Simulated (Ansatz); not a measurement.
BiAs (buckled honeycomb monolayer), computed twice by G0W0.

The cell holds 2 atoms: 1 As and 1 Bi. Cell: a = 3.930 Å, b = 3.930 Å, c = 26.300 Å, α = 90.0°, β = 90.0°, γ = 120.0°. Vacuum lies along c.

```xyz
2
Lattice="3.9304 0.0000 0.0000 -1.9652 3.4039 0.0000 0.0000 0.0000 26.3000" Properties=species:S:1:pos:R:3
As    0.0000    2.2692   12.3775
Bi    1.9652    1.1346   13.9225
```

The structure was relaxed with PBEsol. The runs that relaxed it are not among those shown. Spin-orbit coupling is left out unless a run names it.

The first (Ansatz 0.2.0; start PBEsol, 6×6×1 mesh, 682 empty bands, screening to 90 eV, PAW set soft_1 files; 4 threads of Intel Xeon 6975P-C (Granite Rapids), shared host) gave, on its mesh: starting gap 1.12 eV, G0W0 gap 1.83 eV, mean of 1 + 4πα/V (set by the cell height) 4.38, 3.6 min.

The second changes empty bands from 682 to 112 and screening cutoff (eV) from 90.0 to 27.0. What does it give?

It gave: starting gap 1.12 eV, G0W0 gap 1.57 eV, mean of 1 + 4πα/V (set by the cell height) 4.56, 11 s. The G0W0 gap moves by −0.26 eV, +0.00 eV from the start and −0.26 eV from the correction.

Limits: not at the basis limit; coarse mesh for a sheet; no spin-orbit coupling.

[Paths, hosts, dates, memory and timing lines, banners, echoed tables and standing remarks are left out of the program output.]

[Logs are printed without paths, hosts, clocks, repeated set-up lines and the standing remarks that a program may print on its own settings, such as how far it seeks lower states.]

[Runs of the session that timed out or met a known fault of the program may be left out.]

[Cells called generated may have been cut or substituted from an entry of the Crystallography Open Database or the Materials Project.]

[Hosts, paths, dates, database ids (printed as entryN), source tags and the programs' standing remarks are cut or masked in the printed files.]
